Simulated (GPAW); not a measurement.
# Co2 Os6 Co2 0001: which magnetic order is lowest, part 2 of 2

A self-consistent run ends on one state, which hangs on the start. Several orders of Co2 Os6 Co2 0001 are started in GPAW and their energies compared.

GPAW 26.7.0; PBE; plane waves with GPAW's PAW setups, scalar-relativistic.

So far. Step 2 (Run 1 (ferro ++++)): After 56 cycles the largest moment stands at 1.85 μB.

### Step 3. Run 2 (antiferro ++--)

Reversing part of the moments tests the sign of the couplings between them.

order2.py

```python
import json
import numpy as np
from ase import Atoms
from ase.parallel import paropen, parprint
from gpaw import GPAW

atoms = Atoms(['Co', 'Co', 'Os', 'Os', 'Os', 'Os', 'Os', 'Os', 'Co', 'Co'],
    cell=[[2.734, 0.0, 0.0],
         [-1.367, 2.367713, 0.0],
         [0.0, 0.0, 30.120508]],
    scaled_positions=[[0.0, 0.0, 0.1992],
         [0.333333, 0.666667, 0.256129],
         [0.0, 0.0, 0.320494],
         [0.333333, 0.666667, 0.392297],
         [0.0, 0.0, 0.464099],
         [0.333333, 0.666667, 0.535901],
         [0.0, 0.0, 0.607703],
         [0.333333, 0.666667, 0.679506],
         [0.0, 0.0, 0.743871],
         [0.333333, 0.666667, 0.8008]],
    pbc=True,
    magmoms=[1.8, 1.8, 0.0, 0.0, 0.0, 0.0, 0.0, 0.0, -1.8, -1.8])
atoms.calc = GPAW(mode={'name': 'pw', 'ecut': 450},
    xc='PBE',
    kpts={'size': (20, 20, 1), 'gamma': True},
    occupations={'name': 'fermi-dirac', 'width': 0.05},
    convergence={'density': 1e-05, 'energy': 1e-05},
    maxiter=200,
    mixer={'name': 'pulay', 'beta': 0.03, 'nmaxold': 8, 'weight': 100},
    symmetry={'tolerance': 1e-4},
    txt='order2.txt')
e = atoms.get_potential_energy(force_consistent=True)
res = {'free_energy': e, 'energy_sigma0': atoms.get_potential_energy(), 'fermi_energy': atoms.calc.get_fermi_level()}
res['moments'] = atoms.get_magnetic_moments().tolist()
res['total'] = atoms.get_magnetic_moment()
parprint('site moments (muB):', np.round(res['moments'], 3))
parprint(f"total moment: {res['total']:.3f} muB")
parprint(f'free energy: {e:.6f} eV')
atoms.calc.write('order2.gpw')
with paropen('results.json', 'w') as f:
    json.dump(res, f)
```

Run with:

```
OMP_NUM_THREADS=1 mpirun -n 4 gpaw python order2.py > order2.log
```

Numbers of over 12 decimals in the logs are rounded to 6 here.

The program printed:

```text
site moments (muB): [ 1.857  1.399 -0.036 -0.023  0.027 -0.027  0.023  0.036 -1.399 -1.857]
total moment: -0.000 muB
free energy: -96.688494 eV

--- order2.txt ---
Input parameters:
  mode=PW(ecut=450),
  convergence={'density': 1e-05, 'energy': 1e-05},
  kpts=MonkhorstPack(size=(20, 20, 1), gamma=True),
  maxiter=200,
  mixer=Pulay(name='pulay', nmaxold=8, beta=0.03, weight=100, sigma=0.015, g_ss=None),
  occupations=Occupations(name='fermi-dirac', width=0.05),
  symmetry=Symmetry(tolerance=0.0001),
  xc=XC(name='PBE')

Diagonalizing LCAO Hamiltonian
Converting LCAO to pw mode

        Co

       Co

        Os

       Os

        Os

       Os

        Os

       Os

        Co

       Co

Atoms  # Å, Bohr magnetons
|   | symbol |         x |        y |         z |    initial magnetic moments |
|---|--------|-----------|----------|-----------|-----------------------------|
| 0 |     Co |  0.000000 | 0.000000 |  6.000005 | ( 0.0000,  0.0000,  1.8000) |
| 1 |     Co | -0.000001 | 1.578476 |  7.714736 | ( 0.0000,  0.0000,  1.8000) |
| 2 |     Os |  0.000000 | 0.000000 |  9.653442 | ( 0.0000,  0.0000,  0.0000) |
| 3 |     Os | -0.000001 | 1.578476 | 11.816185 | ( 0.0000,  0.0000,  0.0000) |
| 4 |     Os |  0.000000 | 0.000000 | 13.978898 | ( 0.0000,  0.0000,  0.0000) |
| 5 |     Os | -0.000001 | 1.578476 | 16.141610 | ( 0.0000,  0.0000,  0.0000) |
| 6 |     Os |  0.000000 | 0.000000 | 18.304323 | ( 0.0000,  0.0000,  0.0000) |
| 7 |     Os | -0.000001 | 1.578476 | 20.467066 | ( 0.0000,  0.0000,  0.0000) |
| 8 |     Co |  0.000000 | 0.000000 | 22.405772 | ( 0.0000,  0.0000, -1.8000) |
| 9 |     Co | -0.000001 | 1.578476 | 24.120503 | ( 0.0000,  0.0000, -1.8000) |

Unit cell  # Å
| periodic |         x |        y |         z |   lengths |     angles |
|----------|-----------|----------|-----------|-----------|------------|
|      yes |  2.734000 | 0.000000 |  0.000000 |  2.734000 |  90.000000 |
|      yes | -1.367000 | 2.367713 |  0.000000 |  2.734000 |  90.000000 |
|      yes |  0.000000 | 0.000000 | 30.120508 | 30.120508 | 120.000005 |

Number of symmetries: 6

BZ-sampling:
  Number of BZ points: 400
  Number of IBZ points: 44

  Monkhorst-Pack size: [20, 20, 1]
  Monkhorst-Pack shift: [0.025, 0.025, 0.0]

Plane wave coefficients: 4257
Cutoff: 450.000000 eV

Spin-components: 2 (collinear spins)
Bands:           76
Projectors:      60
Spin-degeneracy: 1
Datatype:        complex128

Parallelization:
  kpt:    4
  domain: 1
  band:   1

Density:
  Valence electrons: 120.0
  Components: 2
  Grid points: [ 14  14 150]
  Charge: 0.0  # |e|

Potential:
  Grid points: [ 14  14 150]

[... setups left out ...]
Reference energy: -2965154.581854  # eV

eigensolver:
  PPCG
  Converge bands: occupied
  niter=2

density mixing:
  Pulay-Mixer
  Linear mixing parameters: 0.03
  Old densities: 8
  Fourier metric: weight=100, sigma=0.015

occupation numbers:
  Fermi-Dirac:
    width: 0.0500  # eV

poisson solver:
  ecut: 3600.000000  # eV

xc functional:
  name: PBE with 2 nearest neighbor stencil

convergence criteria:
- Maximum integral of absolute [dens]ity change: 1e-05 electrons / valence electron
- Maximum [total energy] change in last 3 cyles: 1e-05 eV / valence electron
- Maximum integral of absolute [eigenst]ate change: 4e-08 eV^2 / valence electron
maximum number of iterations: 200

SCF iterations
|iter     |      energy | eigst |  dens |  magmom |
|---------|-------------|-------|-------|---------|
|iter:   1|       0s | -112.414124 | +0.52 |       |  +0.0000|
|iter:   2|      13s | -224.660585 | +0.86 | -0.71 |  +0.0000|
|iter:   3|      27s |  -98.790429 | +0.09 | -0.47 |  +0.0000|
|iter:   4|      40s |  -98.376660 | -0.49 | -1.10 |  +0.0001|
|iter:   5|      54s |  -97.765701 | -1.24 | -1.15 |  +0.0011|
|iter:   6|      67s |  -97.624261 | -1.93 | -1.22 |  -0.0007|
|iter:   7|      81s |  -97.208341 | -0.84 | -1.23 |  -0.0016|
|iter:   8|      94s |  -96.903090 | -1.80 | -1.28 |  -0.0010|
|iter:   9|     108s |  -96.743189 | -2.10 | -1.32 |  -0.0010|
|iter:  10|     121s |  -96.523107 | -1.97 | -1.46 |  -0.0006|
[... 40 iterations left out ...]
|iter:  51|     663s |  -96.654557c| -8.01c| -4.63 |  -0.0000|
|iter:  52|     669s |  -96.654558c| -8.18c| -4.65 |  -0.0000|
|iter:  53|     676s |  -96.654558c| -7.88c| -4.65 |  -0.0000|
|iter:  54|     683s |  -96.654557c| -8.13c| -4.76 |  -0.0000|
|iter:  55|     689s |  -96.654557c| -8.02c| -4.81 |  -0.0000|
|iter:  56|     696s |  -96.654557c| -8.15c| -4.90 |  -0.0000|
|iter:  57|     703s |  -96.654557c| -8.38c| -4.92 |  -0.0000|
|iter:  58|     710s |  -96.654557c| -8.38c| -4.93 |  -0.0000|
|iter:  59|     716s |  -96.654557c| -8.25c| -4.99 |  -0.0000|
|iter:  60|     723s |  -96.654557c| -8.24c| -5.11c|  -0.0000|

Converged in 60 steps
Energy contributions relative to reference atoms: (reference = -2965154.581854)

Energy contributions:
  Kinetic:          59.167730
  Coulomb:         -57.922394
  Zero:             -0.272922
  External:          0.000000
  Xc:              -97.593034
  Entropy:          -0.067874
  Spinorbit:         0.000000
  ----------------------------
  Free energy:     -96.688494
  Extrapolated:    -96.654557

dipole moment: (-37.230955, -29.389647, -0.000054)  # |e|*Ang

Total magnetic moment: (0.000000, 0.000000, -0.000000)

Local magnetic moments
|        x |        y |         z |
|----------|----------|-----------|
| 0.000000 | 0.000000 |  1.856745 |  # Co   0
| 0.000000 | 0.000000 |  1.399112 |  # Co   1
| 0.000000 | 0.000000 | -0.035506 |  # Os   2
| 0.000000 | 0.000000 | -0.023373 |  # Os   3
| 0.000000 | 0.000000 |  0.027064 |  # Os   4
| 0.000000 | 0.000000 | -0.027064 |  # Os   5
| 0.000000 | 0.000000 |  0.023372 |  # Os   6
| 0.000000 | 0.000000 |  0.035506 |  # Os   7
| 0.000000 | 0.000000 | -1.399114 |  # Co   8
| 0.000000 | 0.000000 | -1.856746 |  # Co   9

Fermi level: 7.729
Eigenvalues  # (at kpt = [-0.000, -0.000, 0.000])
| band index |      eig [eV] | occ [0-1] |      eig [eV] | occ [0-1] |
|------------|---------------|-----------|---------------|-----------|
|          0 |       -38.950 |     1.000 |       -38.950 |     1.000 |
|        ... |               |           |               |           |
|         57 |         6.622 |     1.000 |         6.622 |     1.000 |
|         58 |         6.622 |     1.000 |         6.622 |     1.000 |
|         59 |         6.893 |     1.000 |         6.894 |     1.000 |
|         60 |         6.894 |     1.000 |         6.894 |     1.000 |
|         61 |         7.110 |     1.000 |         7.110 |     1.000 |
|         62 |         7.343 |     1.000 |         7.343 |     1.000 |
|         63 |         7.343 |     1.000 |         7.343 |     1.000 |
|         64 |         7.499 |     0.990 |         7.499 |     0.990 |
|         65 |         7.804 |     0.182 |         7.804 |     0.182 |
|         66 |         7.804 |     0.182 |         7.804 |     0.182 |
|         67 |         8.350 |     0.000 |         8.350 |     0.000 |
|         68 |         8.350 |     0.000 |         8.350 |     0.000 |
|         69 |         8.576 |     0.000 |         8.576 |     0.000 |
|         70 |         8.578 |     0.000 |         8.578 |     0.000 |
|         71 |         8.724 |     0.000 |         8.724 |     0.000 |
|         72 |         8.887 |     0.000 |         8.887 |     0.000 |
|        ... |               |           |               |           |
|         75 |         9.363 |     0.000 |         9.362 |     0.000 |

No gap
No difference between direct/indirect transitions
```

Run time: 12 min. Hardware: 4 MPI ranks of Arm Neoverse V1, shared host; peak memory 1.4 GiB.

Spin moment in the augmentation sphere by atom:

```
atom  spin moment in the augmentation sphere (μB)
 Co1                                         1.86
 Co2                                         1.40
 Os3                                        -0.04
 Os4                                        -0.02
 Os5                                         0.03
 Os6                                        -0.03
 Os7                                         0.02
 Os8                                         0.04
 Co9                                        -1.40
Co10                                        -1.86
```

Numbers from this step:

```yaml
magnetization: 0 μB
final_state: antiferromagnetic
```

It lies 0.615 meV a seeded atom over the first start, and its largest moment is 1.86 μB against 1.85 μB.

### Step 4. The states side by side

These are free energies at a smearing of 0.05 eV, so its entropy term is in the differences. They are divided by the number of seeded atoms, so that cells of unlike size compare.

Orders:

```
         start        final state  typed order kept  energy over the lowest (meV a seeded atom)  largest site moment (μB)  net moment (μB a primitive cell)  mesh matched  CPU time (s)
    ferro ++++      ferromagnetic               yes                                           0                     1.848                             6.271           yes          3049
antiferro ++--  antiferromagnetic               yes                                      0.6146                     1.857                                 0           yes          2992
```

### Step 5. What came out

```yaml
lowest_state_found: ferromagnetic (typed ferro ++++)
largest_site_moment: 1.85 μB
next_state: antiferromagnetic, 0.615 meV a seeded atom higher
```

In words: The lowest state found is ferromagnetic, reached from the start ferro ++++, with moments up to 1.85 μB. The two lowest states lie so close that the mesh, the functional or spin–orbit coupling could swap them. This is the lowest of 2 finished starts, no proof of the ground state.

[Logs and program files are shortened in this print: banners, set-up blocks, solver, clock and traceback lines can be left out without a mark of their own.]

[Logs are printed without paths, hosts, clocks, repeated set-up lines and the standing remarks that a program may print on its own settings, such as how far it seeks lower states.]

[Hosts, paths, dates, database ids (printed as entryN), source tags and the programs' standing remarks are cut or masked in the printed files.]

[Where a cell is said to come from a database of computed structures, the database is the Materials Project.]
